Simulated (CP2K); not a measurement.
Consider 3-formylfuran at its PBE geometry (Å).

```xyz
11

O    -2.4736    1.1718   -0.0019
C    -1.8895    0.0920    0.0220
C    -0.4377   -0.0469    0.0084
C     0.5527    0.9987   -0.0208
C     1.7608    0.3777   -0.0275
O     1.5967   -1.0001   -0.0027
C     0.2573   -1.2345    0.0178
H    -2.4632   -0.8660    0.0579
H     0.3554    2.0642   -0.0356
H     2.7887    0.7177   -0.0525
H    -0.0476   -2.2747    0.0347
```

Method: CP2K XAS_TDP, all-electron GAPW, PBEh(45%), aug-cc-pVDZ, TDA, GW2X-corrected core level, no relativity.

**Question.** Where do the C K-edge lines lie, and how strong are they?

Leading lines: C2 288.31 eV, C3 287.25 eV, C4 287.81 eV, C5 288.67 eV and C7 287.93 eV. The leading line of an atom is its first one with 35 % of the strongest within 2.5 eV of its lowest line over the strength cut. Core ionisation energies at this level: C4 292.59, C5 293.87, C7 294.14, C2 295.39 and C3 292.37 eV.

The first six lines of each atom with a strength over 0.0015:

| atom | energy (eV) | states | strength, one atom | above the computed threshold |
| --- | --- | --- | --- | --- |
| C2 (bonded to C, O and H) | 288.31 | 1 | 0.0615 |  |
|  | 293.31 | 1 | 0.0146 |  |
|  | 293.33 | 1 | 0.0034 |  |
|  | 295.03 | 1 | 0.0022 |  |
|  | 295.39 | 1 | 0.0113 | yes |
|  | 296.07 | 1 | 0.0087 | yes |
| C3 (bonded to 3 C) | 287.25 | 1 | 0.0225 |  |
|  | 289.30 | 1 | 0.0136 |  |
|  | 290.55 | 1 | 0.0226 |  |
|  | 291.56 | 1 | 0.0024 |  |
|  | 292.02 | 1 | 0.0031 |  |
|  | 292.30 | 1 | 0.0024 |  |
| C4 (bonded to 2 C and H) | 287.81 | 1 | 0.0480 |  |
|  | 290.84 | 1 | 0.0075 |  |
|  | 291.52 | 1 | 0.0042 |  |
|  | 291.86 | 1 | 0.0017 |  |
|  | 292.15 | 1 | 0.0032 |  |
|  | 292.39 | 1 | 0.0083 |  |
| C5 (bonded to C, O and H) | 288.67 | 1 | 0.0531 |  |
|  | 291.75 | 1 | 0.0211 |  |
|  | 292.29 | 1 | 0.0207 |  |
|  | 292.80 | 1 | 0.0028 |  |
|  | 293.23 | 1 | 0.0042 |  |
|  | 293.65 | 1 | 0.0022 |  |
| C7 (bonded to C, O and H) | 287.93 | 1 | 0.0543 |  |
|  | 291.97 | 1 | 0.0166 |  |
|  | 292.53 | 1 | 0.0160 |  |
|  | 293.15 | 1 | 0.0046 |  |
|  | 293.44 | 1 | 0.0025 |  |
|  | 293.86 | 1 | 0.0024 |  |

Lines are vertical, at one geometry, with no vibrational structure. GW2X ionisation energies and lines can be off by 1 to 2 eV either way, and a good line position may hide errors that cancel. These values hold no scalar relativity, about 0.1 eV for C 1s. Rydberg lines, and the discretised continuum above threshold, depend on the basis and the box.

[Banner, clock and machine lines of the logs are left out without a mark of their own.]

[Logs are printed without paths, hosts, clocks, repeated set-up lines and the standing remarks that a program may print on its own settings, such as how far it seeks lower states.]

[Hosts, paths, dates, database ids (printed as entryN), source tags and the programs' standing remarks are cut or masked in the printed files.]
